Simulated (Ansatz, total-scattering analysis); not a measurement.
**formic acid: neutron weights and totals by hand**

A simulated model of formic acid at 310 K, fixed volume (mean pressure 0.6 GPa), from ab initio molecular dynamics with Ansatz (revPBE-D3(BJ), plane waves, PAW default files, Langevin thermostat, no spin, fixed volume, H with the mass of D). The average runs over 0.60 ps of 90 atoms, so shells between rare elements are rough. Mean temperature 319 K, largest m.s.d. 0.77 Å², energy drift -1 meV an atom (last third less first, no steady trend), Langevin friction 10 ps⁻¹; the first quarter of the run is discarded. Start: last frame of a classical run of this cell at the same density and temperature. So short a stretch relaxes bonds and nearest shells but still remembers its start. It is a liquid that moves slowly on the time of the run as far as so short a run tells. Atom fractions O 0.4000, C 0.2000, H 0.4000; masses O 15.999, C 12.011, H 1.008 u; density 1.2200 g/cm³; coherent lengths O 5.8037, C 6.6472, H 6.6681 fm (H as D). Faber–Ziman partials at a few Q:

| Q (Å⁻¹) | S O–O | S O–C | S O–H | S H–H | S C–H | S C–C |
| --- | --- | --- | --- | --- | --- | --- |
| 1.80 | 0.658 | 3.491 | 1.594 | 0.716 | 2.357 | 3.513 |
| 3.30 | 1.057 | -0.418 | 1.253 | 0.799 | 0.574 | 1.174 |
| 4.00 | 1.048 | 0.564 | 1.040 | 0.826 | 0.763 | 1.010 |

The pair function g(OO), r in Å, every 0.06 Å up to its first minimum: 2.13 0.02, 2.19 0.82, 2.25 4.03, 2.31 3.15, 2.37 0.29, 2.43 0.02.

**Tasks.** (a) The number density. (b) The neutron weights. (c) The neutron S(Q) at the listed Q. (d) The number of O around O.

(a) The mean mass is 0.4000×15.999 + 0.2000×12.011 + 0.4000×1.008 = 9.205 u, so ρ₀ = 1.2200/(9.205 × 1.66054) = 0.07982 Å⁻³.

(b) ⟨b⟩ = 0.4000×5.8037 + 0.2000×6.6472 + 0.4000×6.6681 = 6.318 fm. The weight of a pair is ci cj bi bj (2 − δij)/⟨b⟩²: O–O 0.135, O–C 0.155, O–H 0.310, H–H 0.178, C–H 0.178, C–C 0.044; they sum to 1.000.

(c) S = 1 + Σ w (Sij − 1). At 1.80 Å⁻¹: 1 − 0.046 + 0.385 + 0.184 − 0.051 + 0.241 + 0.111 = 1.824; O–C pushes up most; H–H pulls down most. At 3.30 Å⁻¹: 1 + 0.008 − 0.219 + 0.078 − 0.036 − 0.076 + 0.008 = 0.763; O–H pushes up most; O–C pulls down most. At 4.00 Å⁻¹: 1 + 0.006 − 0.067 + 0.012 − 0.031 − 0.042 + 0.000 = 0.878; O–H pushes up most; O–C pulls down most.

(d) n = 4πρ₀ c(O) Σ r² g Δr. The sum Σ r² g over the listed points is 43.0 Å², so n = 4π × 0.07982 × 0.4000 × 43.0 × 0.06 = 1.03; counting pairs in the frames up to 2.48 Å gives 1.01; the coarse grid and the factor (N − 1)/N for like atoms account for the difference.
